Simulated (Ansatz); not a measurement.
# HgW2I2O2, from a guessed structure to a relaxed one

This structure for HgW2I2O2 is made up. Its elements were placed in a known structure type with a cell scaled to their sizes. What cell does the guess relax to, and how far off was it?

Program: Ansatz 0.2.0. Level of theory: DFT, r2SCAN, plane-wave PAW, files of the set soft_1, scalar-relativistic, no spin, cell and ions relaxed at zero pressure; PAW set soft_1, in the first sound run; inputs show where later runs differ. Results are calculated unless marked as measured.

**1. The structure**

The structure is monoclinic, space group C2/m (No. 12). Conventional cell: a = 12.448 Å, b = 4.147 Å, c = 8.294 Å, α = 90.00°, β = 121.29°, γ = 90.00°. Hg has 2 O at 2.19 Å and 4 I at 3.25 Å nearest. W has 3 O at 2.47 to 2.55 Å and 5 I at 3.49 to 3.61 Å nearest. Nearest to I lie 2 Hg at 3.25 Å and 5 W at 3.49 to 3.61 Å. O has 1 Hg at 2.19 Å and 3 W at 2.47 to 2.55 Å nearest. Farther neighbours and most contacts between anions are not listed.

**2. Relaxation of the guess**

The guessed cell has no reason to be at equilibrium. It is relaxed with the atoms, within the space group of the guess.

input.yaml

```yaml
crystal:
  lattice:
    - [6.224, -2.0735, 0.0]
    - [6.224, 2.0735, 0.0]
    - [-4.307654554, 0.0, 7.087633473]
  atoms:
    - { symbol: Hg, position: [0.0, 0.0, 0.5] }
    - { symbol: W, position: [0.8142, 0.8142, 0.7439] }
    - { symbol: W, position: [0.1858, 0.1858, 0.2561] }
    - { symbol: I, position: [0.4331, 0.4331, 0.1585] }
    - { symbol: I, position: [0.5669, 0.5669, 0.8415] }
    - { symbol: O, position: [0.1934, 0.1934, 0.5602] }
    - { symbol: O, position: [0.8066, 0.8066, 0.4398] }
kpoints:
  mp_grid: { grid: [7, 7, 4] }
scf:
  occupations: { method: fermi_dirac, width: 0.05 }
hamiltonian:
  xc: r2scan
  pseudopotentials: { kind: paw, azcp: { folder: soft_1 } }
relax:
  f_tol: 0.015
  max_steps: 70
  cell: {}
output:
  forces: true
  stress: true
```

Run with:

```sh
> ansatz run input.yaml --threads 4 --pin off --max-ram 10240MiB --backend cpu --events-out ev --progress --plain --runs-dir out
```

Numbers of over 12 decimals in the logs are rounded to 6 here.

What it wrote:

```text
Engine: ansatz 0.2.0, x86_64-unknown-linux-gnu
Pseudopotentials: kind: paw
Pseudopotential: Hg, paw, valence charge 20, recommended cutoff 500 eV (meta_gga), soft_1/Hg.paw.azcp
Pseudopotential: W, paw, valence charge 14, recommended cutoff 500 eV (meta_gga), soft_1/W.paw.azcp
Pseudopotential: I, paw, valence charge 17, recommended cutoff 500 eV (meta_gga), soft_1/I.paw.azcp
Pseudopotential: O, paw, valence charge 6, recommended cutoff 500 eV (meta_gga), soft_1/O.paw.azcp
Functional definition: r2SCAN
  parameter k0 = 0.174
  parameter k1 = 0.065
  parameter a1 = 4.9479
  exchange = r2scan_x(k0 = k0, k1 = k1, a1 = a1)
  correlation = r2scan_c
Crystal: 7 atoms, lattice volume = 182.938 Å³
Basis set: ecut = 500 eV, 4621 PW (Γ), exchange–correlation on 192×192×256 points (64 copies of the dense FFT grid, shifted against one another)
Bands: 57, of which v1, the nominal top of the filled ones, is band 47 counted from 1 (46 counted from 0)
Symmetry: 4 space group operations
Space group: C2/m (ITA 12), of the structure as read, at distance tolerance 5.7e-5 Å
k-points: 60 of 196
Non-local potential: Hg, projectors of the file, l = 0: 3, l = 1: 2, l = 2: 2, l = 3: 1
Non-local potential: W, projectors of the file, l = 0: 3, l = 1: 2, l = 2: 2, l = 3: 1
Non-local potential: I, projectors of the file, l = 0: 2, l = 1: 2, l = 2: 2, l = 3: 1
Non-local potential: O, projectors of the file, l = 0: 2, l = 1: 2, l = 2: 1
PAW form: soft (Blöchl's): semilocal exchange-correlation on the pseudo side does not see the compensation charge
PAW frozen core: Hg, regenerated for the run's functional (the file was generated under x = pbe(κ = 0.804, μ = 0.219515), c = pbe(β = 0.066725))
PAW frozen core: W, regenerated for the run's functional (the file was generated under x = pbe(κ = 0.804, μ = 0.219515), c = pbe(β = 0.066725))
PAW frozen core: I, regenerated for the run's functional (the file was generated under x = pbe(κ = 0.804, μ = 0.219515), c = pbe(β = 0.066725))
PAW frozen core: O, regenerated for the run's functional (the file was generated under x = pbe(κ = 0.804, μ = 0.219515), c = pbe(β = 0.066725))
PAW one-centre angular grid: Hg, 590 points (default); XC on 160 Gauss nodes
PAW one-centre angular grid: W, 590 points (default); XC on 160 Gauss nodes
PAW one-centre angular grid: I, 590 points (default); XC on 160 Gauss nodes
PAW one-centre angular grid: O, 302 points (default); XC on 160 Gauss nodes
Initial density: superposition of atomic densities (chi_scale 0.1, normalization cell, long waves kept (reshape's long-wave potential 0.18 eV rms))
Initial wavefunctions: pseudopotential atomic-orbital guess
Functional: x = r2scan, c = r2scan; τ floored in thin density (d = 2e-4 eV/Å³)
SCF iter   1: F=—  HF=-50806.228081 eV  |F-HF|=—  |Δ(HF+E_count)|=         —  Δρ=5.61e-2  dr2=9.19e0  dr2_τ=2.54e-1  ethr=3.10e-3  ⟨swp⟩=7.8  Hψ=13351  notcnv=0
preconditioner: auto → LDOS  [metal: Δε(μ)=0.010 eV  Ē_g=7.012 eV  σ=0.050 eV  W_gap=0.05  n_scr=48 (ndim 8)  ℏωp=18.6 eV  f_vac=0.014  D(μ)=14.14/eV (n_scr^D=162)  β→1.0]
SCF iter   2: F=—  HF=-50805.811222 eV  |F-HF|=—  |Δ(HF+E_count)|=   4.17e-1  Δρ=5.93e-2  dr2=5.48e0  dr2_τ=8.76e-1  ethr=3.10e-3  ⟨swp⟩=4.9  Hψ=8419  notcnv=0
SCF iter   3: F=—  HF=-50804.773427 eV  |F-HF|=—  |Δ(HF+E_count)|=    1.04e0  Δρ=1.53e-2  dr2=3.59e-1  dr2_τ=3.04e-2  ethr=3.10e-3  ⟨swp⟩=3.0  Hψ=7740  notcnv=0
SCF iter   4: F=—  HF=-50804.762897 eV  |F-HF|=—  |Δ(HF+E_count)|=   1.05e-2  Δρ=9.87e-3  dr2=9.27e-2  dr2_τ=1.38e-2  ethr=3.81e-4  ⟨swp⟩=3.0  Hψ=4664  notcnv=0  defer=1
SCF iter   5: F=—  HF=-50804.775385 eV  |F-HF|=—  |Δ(HF+E_count)|=   1.25e-2  Δρ=5.43e-3  dr2=3.19e-2  dr2_τ=1.09e-3  ethr=9.86e-5  ⟨swp⟩=2.0  Hψ=3859  notcnv=0  defer=1
SCF iter   6: F=—  HF=-50804.784388 eV  |F-HF|=—  |Δ(HF+E_count)|=   9.00e-3  Δρ=4.41e-3  dr2=2.49e-2  dr2_τ=1.97e-3  ethr=3.39e-5  ⟨swp⟩=3.0  Hψ=6729  notcnv=0  defer=1
SCF iter   7: F=—  HF=-50804.783058 eV  |F-HF|=—  |Δ(HF+E_count)|=   1.33e-3  Δρ=1.88e-3  dr2=4.33e-3  dr2_τ=2.32e-4  ethr=2.65e-5  ⟨swp⟩=1.0  Hψ=3419  notcnv=0  defer=1
SCF iter   8: F=—  HF=-50804.785550 eV  |F-HF|=—  |Δ(HF+E_count)|=   2.49e-3  Δρ=1.01e-3  dr2=7.55e-4  dr2_τ=9.90e-5  ethr=4.61e-6  ⟨swp⟩=2.0  Hψ=5342  notcnv=0  defer=1
SCF iter   9: F=—  HF=-50804.786865 eV  |F-HF|=—  |Δ(HF+E_count)|=   1.32e-3  Δρ=8.92e-4  dr2=7.36e-4  dr2_τ=6.40e-5  ethr=8.03e-7  ⟨swp⟩=2.0  Hψ=6292  notcnv=0  defer=1
SCF iter  10: F=—  HF=-50804.788318 eV  |F-HF|=—  |Δ(HF+E_count)|=   1.45e-3  Δρ=5.06e-4  dr2=3.96e-4  dr2_τ=1.97e-5  ethr=7.83e-7  ⟨swp⟩=2.0  Hψ=6651  notcnv=0  defer=1
SCF iter  11: F=—  HF=-50804.788556 eV  |F-HF|=—  |Δ(HF+E_count)|=   2.38e-4  Δρ=2.99e-4  dr2=1.31e-4  dr2_τ=1.14e-5  ethr=4.21e-7  ⟨swp⟩=2.0  Hψ=6418  notcnv=0  defer=1
SCF iter  12: F=—  HF=-50804.788557 eV  |F-HF|=—  |Δ(HF+E_count)|=   5.56e-7  Δρ=1.47e-4  dr2=2.93e-5  dr2_τ=2.84e-6  ethr=1.39e-7  ⟨swp⟩=2.0  Hψ=6257  notcnv=0  defer=1
SCF iter  13: F=—  HF=-50804.788697 eV  |F-HF|=—  |Δ(HF+E_count)|=   1.40e-4  Δρ=5.38e-5  dr2=3.55e-6  dr2_τ=2.29e-7  ethr=3.11e-8  ⟨swp⟩=3.0  Hψ=6706  notcnv=0  defer=1
SCF iter  14: F=—  HF=-50804.788699 eV  |F-HF|=—  |Δ(HF+E_count)|=   1.72e-6  Δρ=2.77e-5  dr2=7.35e-7  dr2_τ=4.60e-8  ethr=3.78e-9  ⟨swp⟩=2.0  Hψ=6239  notcnv=0  defer=1
SCF iter  15: F=—  HF=-50804.788699 eV  |F-HF|=—  |Δ(HF+E_count)|=   7.63e-7  Δρ=2.06e-5  dr2=5.11e-7  dr2_τ=4.06e-8  ethr=7.82e-10  ⟨swp⟩=2.1  Hψ=5444  notcnv=0  defer=1
SCF iter  16: F=—  HF=-50804.788699 eV  |F-HF|=—  |Δ(HF+E_count)|=   4.09e-8  Δρ=1.23e-5  dr2=1.27e-7  dr2_τ=1.26e-8  ethr=5.43e-10  ⟨swp⟩=2.0  Hψ=5316  notcnv=0  defer=1
SCF iter  17: F=-50804.788700 eV  HF=-50804.788700 eV  |F-HF|=1.58e-8  |Δ(HF+E_count)|=   1.06e-7  Δρ=8.12e-6  dr2=7.38e-8  dr2_τ=6.96e-9  ethr=1.06e-10  ⟨swp⟩=5.0  Hψ=11787  notcnv=0
SCF 1 converged in 17 iterations: F = -50804.788700 eV  dr2 = 7.38e-8
  greatest PAW one-centre occupation: 1.002 electrons in one spin orbital (limit 2), on the Hg atom at site 0 (counted from 0), in its partial waves of l = 0
relax step   1: F+E_penalty+E_count = -50804.78869957 eV  Δ(F+E_penalty+E_count) = +0.000e0 eV  max|allowed force component| = 2.873e0 eV/Å  Δτ_max = 0.0000 Å  P = -15.354 GPa  Ω = 182.938 Å³  (17 SCF iters, dr2 threshold 1.00e-7 eV, accepted)
Crystal: 7 atoms, lattice volume = 160.859 Å³
Basis set: ecut = 500 eV, 4111 PW (Γ), exchange–correlation on 192×192×256 points (64 copies of the dense FFT grid, shifted against one another)
Initial density: handed on by an earlier stage of this run
Initial wavefunctions: those handed on with the density
[...]
relax step  36: F+E_penalty+E_count = -50818.63193357 eV  Δ(F+E_penalty+E_count) = +6.039e-3 eV  max|allowed force component| = 2.077e-1 eV/Å  Δτ_max = 0.0350 Å  P = +0.751 GPa  Ω = 183.149 Å³  energy of the carried Pulay correction = -5.821e-3 eV  (7 SCF iters, dr2 threshold 7.00e-7 eV, rejected (line search))
relax step  37: F+E_penalty+E_count = -50818.63970104 eV  Δ(F+E_penalty+E_count) = -1.728e-3 eV  max|allowed force component| = 3.337e-2 eV/Å  Δτ_max = 0.0174 Å  P = -0.044 GPa  Ω = 182.579 Å³  energy of the carried Pulay correction = -5.644e-3 eV  (11 SCF iters, accepted)
relax step  38: F+E_penalty+E_count = -50818.63989921 eV  Δ(F+E_penalty+E_count) = -1.982e-4 eV  max|allowed force component| = 2.508e-2 eV/Å  Δτ_max = 0.0041 Å  P = +0.034 GPa  Ω = 182.538 Å³  energy of the carried Pulay correction = -5.639e-3 eV  (7 SCF iters, dr2 threshold 6.96e-8 eV, accepted)
relax step  39: F+E_penalty+E_count = -50818.63996334 eV  Δ(F+E_penalty+E_count) = -6.413e-5 eV  max|allowed force component| = 5.581e-3 eV/Å  Δτ_max = 0.0028 Å  P = +0.006 GPa  Ω = 182.514 Å³  energy of the carried Pulay correction = -5.635e-3 eV  (6 SCF iters, dr2 threshold 3.93e-8 eV, accepted)
relax step  40: F+E_penalty+E_count = -50818.66096486 eV  Δ(F+E_penalty+E_count) = -2.100e-2 eV  max|allowed force component| = 7.139e-3 eV/Å  Δτ_max = 0.0000 Å  P = +0.134 GPa  Ω = 182.514 Å³  stress off target by 3.39e-1 GPa  SCF on the basis re-selected at this cell (its energy is not comparable with the rows above)  (9 SCF iters)
relax step  41: F+E_penalty+E_count = -50818.66563585 eV  Δ(F+E_penalty+E_count) = -4.671e-3 eV  max|allowed force component| = 2.528e-2 eV/Å  Δτ_max = 0.0338 Å  P = +0.149 GPa  Ω = 185.515 Å³  energy of the carried Pulay correction = -7.890e-4 eV  (8 SCF iters, dr2 threshold 2.87e-7 eV, accepted)
relax step  42: F+E_penalty+E_count = -50818.66726479 eV  Δ(F+E_penalty+E_count) = -1.629e-3 eV  max|allowed force component| = 9.193e-3 eV/Å  Δτ_max = 0.0307 Å  P = +0.056 GPa  Ω = 189.190 Å³  energy of the carried Pulay correction = -1.769e-3 eV  (8 SCF iters, dr2 threshold 1.96e-7 eV, accepted)
relax step  43: F+E_penalty+E_count = -50818.66718963 eV  Δ(F+E_penalty+E_count) = +7.517e-5 eV  max|allowed force component| = 2.126e-3 eV/Å  Δτ_max = 0.0037 Å  P = +0.003 GPa  Ω = 189.925 Å³  energy of the carried Pulay correction = -1.965e-3 eV  (7 SCF iters, dr2 threshold 2.03e-8 eV, accepted)
Basis set: ecut = 500 eV, 4841 PW (Γ), exchange–correlation on 320×320×384 points (64 copies of the dense FFT grid, shifted against one another)
iter 1 solved again at ethr=5.52e-7 eV; its pass at ethr=3.10e-3 eV (dr2=5.19e-4 eV) is discarded
SCF iter   1: F=—  HF=-50818.651266 eV  |F-HF|=—  |Δ(HF+E_count)|=         —  Δρ=5.06e-4  dr2=3.50e-5  dr2_τ=1.94e-5  ethr=5.52e-7  ⟨swp⟩=4.0  Hψ=23536  notcnv=0
preconditioner: auto → Resta (q_TF=auto, 2.427 Å⁻¹)  ε∞=4.9  [insulator: Δε(μ)=0.597 eV  Ē_g=9.587 eV  σ=0.050 eV  W_gap=0.99  n_scr=42 (ndim 8)  ℏωp=19.1 eV  f_vac=0.187  D(μ)=0.02/eV (n_scr^D=0)  ε∞_Penn≈4.9]
SCF iter   2: F=—  HF=-50818.667854 eV  |F-HF|=—  |Δ(HF+E_count)|=   1.66e-2  Δρ=2.56e-4  dr2=5.57e-6  dr2_τ=6.31e-5  ethr=3.72e-8  ⟨swp⟩=3.0  Hψ=7456  notcnv=0
SCF iter   3: F=—  HF=-50818.668911 eV  |F-HF|=—  |Δ(HF+E_count)|=   1.06e-3  Δρ=1.25e-4  dr2=1.77e-6  dr2_τ=1.50e-5  ethr=5.93e-9  ⟨swp⟩=2.9  Hψ=5080  notcnv=0
SCF iter   4: F=—  HF=-50818.669167 eV  |F-HF|=—  |Δ(HF+E_count)|=   2.55e-4  Δρ=1.33e-5  dr2=3.24e-7  dr2_τ=1.19e-7  ethr=1.88e-9  ⟨swp⟩=2.8  Hψ=5043  notcnv=0
SCF iter   5: F=—  HF=-50818.669168 eV  |F-HF|=—  |Δ(HF+E_count)|=   1.68e-6  Δρ=5.84e-6  dr2=1.42e-7  dr2_τ=7.19e-9  ethr=3.45e-10  ⟨swp⟩=2.0  Hψ=4887  notcnv=0
SCF iter   6: F=—  HF=-50818.669168 eV  |F-HF|=—  |Δ(HF+E_count)|=   1.74e-8  Δρ=2.86e-6  dr2=5.44e-8  dr2_τ=1.15e-9  ethr=1.51e-10  ⟨swp⟩=2.0  Hψ=4280  notcnv=0
SCF iter   7: F=—  HF=-50818.669168 eV  |F-HF|=—  |Δ(HF+E_count)|=   1.92e-8  Δρ=7.45e-7  dr2=4.01e-9  dr2_τ=1.21e-10  ethr=5.78e-11  ⟨swp⟩=2.0  Hψ=4597  notcnv=0
SCF iter   8: F=—  HF=-50818.669168 eV  |F-HF|=—  |Δ(HF+E_count)|=   1.47e-9  Δρ=2.23e-7  dr2=1.09e-10  dr2_τ=8.38e-12  ethr=4.27e-12  ⟨swp⟩=2.0  Hψ=4792  notcnv=0
SCF iter   9: F=-50818.669168 eV  HF=-50818.669168 eV  |F-HF|=0.00e0  |Δ(HF+E_count)|=  7.28e-11  Δρ=6.03e-8  dr2=8.63e-12  dr2_τ=1.08e-12  ethr=1.00e-12  ⟨swp⟩=5.0  Hψ=11639  notcnv=0
SCF 44 converged in 9 iterations: F = -50818.669168 eV  dr2 = 8.63e-12
relax step  44: F+E_penalty+E_count = -50818.66916833 eV  Δ(F+E_penalty+E_count) = -1.979e-3 eV  max|allowed force component| = 2.165e-3 eV/Å  Δτ_max = 0.0000 Å  P = -0.000 GPa  Ω = 189.925 Å³  stress off target by 1.33e-2 GPa  SCF on the basis re-selected at this cell (its energy is not comparable with the rows above)  (9 SCF iters)
basis re-selected at this cell: Δ(F+E_penalty+E_count) = -1.979e-3 eV, ΔP = -0.003 GPa vs the last step (what re-selecting the basis moved, of the pressure what is left beyond the Pulay correction that the steps carried, after the strain that the cell walked since its last selection, with what the two solves' SCF thresholds leave and, on support functions, any second-order correction that the steps lacked; it is no measure of the basis error at this ecutwfc). The dense FFT grid was sized anew with the basis: this SCF ran on 80×80×96 points, the steps before it on 72×72×90, so part of this shift can come from that change (see relax.cell in the input reference). [rest of the remark cut]
SCF converged after 9 iterations
Free energy (F): -50818.669168 eV
Harris-Foulkes:  -50818.669168 eV  (|F-HF|=0.00e0)
Internal energy: -50818.668861 eV  (E = F + TS)
E sigma→0 (E₀):  -50818.669015 eV
Entropy (-TS):   -0.000307 eV (-0.044 meV/atom)
Fermi energy:    7.952419 eV
--- Per-component energies (eV) ---
  E_band       = -1907.558925
  E_kinetic    = 2076.638130
  E_local      = -12653.120673  (includes V_loc(G=0)·N_el)
  E_nonlocal   = 371.165878
  E_hartree    = 5516.670114
  E_xc         = -1039.596307
  E_vxc        = -1217.543158  (∫ρ·V_xc dr)
  E_paw        = -37140.906370  (= ΣΔE_a)
  E_vpaw       = -1590.410163  (= ΣTr[D̂ρ^β])
  E_aug_tail   = -0.000787  (compensation charges beyond the density's cutoff)
  E_vtau       = 72.371804  (kinetic-family band-sum trace: ∫τ·v_τ [+ j·A + Jᵃ·Aᵃ] dr)
  E_ewald      = -7948.275759
  E_core_change = -1.243089  (= ΣΔE_core)
  E_smearing   = -0.000307  (= −TS)
  E_closure    = 0.000000  (closes the sum)
  Σ components = -50818.669168   (vs F -50818.669168, Δ=0.00e0)
--- Forces (eV/Å), atoms counted from 1 ---
  atom   1  Hg    -0.00000000    -0.00000000     0.00000000
  atom   2  W      0.00184234    -0.00000000    -0.00216472
  atom   3  W     -0.00184234     0.00000000     0.00216472
  atom   4  I      0.00101390     0.00000000    -0.00044804
  atom   5  I     -0.00101390    -0.00000000     0.00044804
  atom   6  O      0.00107390     0.00000000     0.00051719
  atom   7  O     -0.00107390    -0.00000000    -0.00051719
  max |Σ_I F_I| component: 1.08e-19 eV/Å
--- Stress (GPa, compression-positive) ---
       -0.000769      -0.000000      -0.012042
       -0.000000      -0.003399       0.000000
       -0.012047       0.000000       0.002986
  P = ⅓ Tr σ = -0.0004 GPa (-0.004 kbar)
--- Relaxed structure (41 steps of the walk, 39 accepted, 3 SCFs on fresh bases) ---
  F+E_penalty+E_count = -50818.66916833 eV   max|allowed force component| = 2.165e-3 eV/Å   (the final SCF, on the basis selected at the relaxed cell)
  cell:  # Å, volume = 189.9255 Å³
    - [9.891351, -1.688947, -2.322702]
    - [9.891351, 1.688947, -2.322702]
    - [-9.490839, -5.939299858239838e-17, 7.913013]
  atoms:
    - { symbol: Hg, position: [0.0, 0.0, 0.5] }
    - { symbol: W, position: [0.912840, 0.912840, 0.802844] }
    - { symbol: W, position: [0.087160, 0.087160, 0.197156] }
    - { symbol: I, position: [0.435933, 0.435933, 0.117994] }
    - { symbol: I, position: [0.564067, 0.564067, 0.882006] }
    - { symbol: O, position: [0.307170, 0.307170, 0.666846] }
    - { symbol: O, position: [0.692830, 0.692830, 0.333154] }
```

Elapsed: 7.9 min, on 4 threads of INTEL XEON PLATINUM 8581C at 2.10GHz (Emerald Rapids), shared host; peak memory 3.9 GiB; 30 min of CPU time.

Relaxation path (22 of 44):

```csv
step,energy less that of the first step (eV),largest force component (eV/Å),pressure (GPa),volume (Å³)
1,0.0000,2.8729,-15.35,182.94
3,-5.5231,2.1355,2.73,144.48
5,-8.2049,1.2728,3.30,137.91
7,-9.4635,0.9781,-0.27,146.61
9,-10.4693,0.6775,0.93,146.12
11,-10.9699,0.5937,0.24,144.41
13,-11.0610,0.1802,-0.12,146.71
15,-11.2377,0.8467,0.87,145.65
17,-12.0663,0.8143,1.87,143.40
19,-12.2723,4.2655,3.08,156.50
21,-12.9920,0.2549,-0.59,155.33
24,-13.0597,0.0604,0.06,159.53
26,-13.0649,0.0119,0.04,161.06
28,-13.0650,0.0033,0.00,161.30
30,-13.5668,0.1378,1.14,166.53
32,-13.7664,0.2851,1.15,170.43
34,-13.8389,0.0388,0.30,176.52
36,-13.8432,0.2077,0.75,183.15
38,-13.8512,0.0251,0.03,182.54
40*,-13.8723,0.0071,0.13,182.51
42,-13.8786,0.0092,0.06,189.19
44*,-13.8805,0.0022,0.00,189.93
```

Relaxation steps marked * repeat the geometry before them on a plane-wave basis chosen anew for their cell, so energy and pressure can jump there. Other such steps can lie between the rows shown. Relaxation steps 19, 36 were tried and not accepted.

The run keeps the 4 symmetry operations that it works with, so distortions that break them were not tested.

```
     cell as run  before   after   change
           a (Å)   6.560  10.300  +57.0 %
           b (Å)   6.560  10.300  +57.0 %
           c (Å)   8.294  12.357  +49.0 %
           α (°)  119.52  151.89  +27.1 %
           β (°)  119.52  151.89  +27.1 %
           γ (°)   36.85   18.88  -48.8 %
volume (Å³/atom)   26.13   27.13   +3.8 %
```

The atoms that moved most (Å, as changes of fractional coordinates times the final cell):

```csv
atom,dx,dy,dz,length
W3,-1.392,0.000,-0.008,1.392
W2,1.392,0.000,0.008,1.392
O6,1.239,0.000,0.315,1.278
O7,-1.239,0.000,-0.315,1.278
I5,-0.440,0.000,0.334,0.553
I4,0.440,0.000,-0.334,0.553
```

Numbers from this step:

```yaml
free_energy: -50818.6692 eV
energy_at_zero_smearing: -50818.6690 eV
fermi_energy: 7.952 eV
gap_by_band_count: 0.5963 eV
electrons: 94
symmetry_operations: 4
pressure: -3.94e-4 GPa
```

The shortest distance of each pair, which need not be the same contact before and after:

```
pair  guess (Å)  relaxed (Å)
 O–W      2.474        1.958
 W–W      4.063        2.329
 I–W      3.494        2.807
 O–O      2.957        2.850
 I–O      3.832        3.082
```

The relaxation ends with a largest force component of 0.0022 eV/Å and a pressure of 0.00 GPa.

(Part 1 of 2 ends here.)

[Logs are printed without paths, hosts, clocks, repeated set-up lines and the standing remarks that a program may print on its own settings, such as how far it seeks lower states.]

[Hosts, paths, dates, database ids (printed as entryN), source tags and the programs' standing remarks are cut or masked in the printed files.]
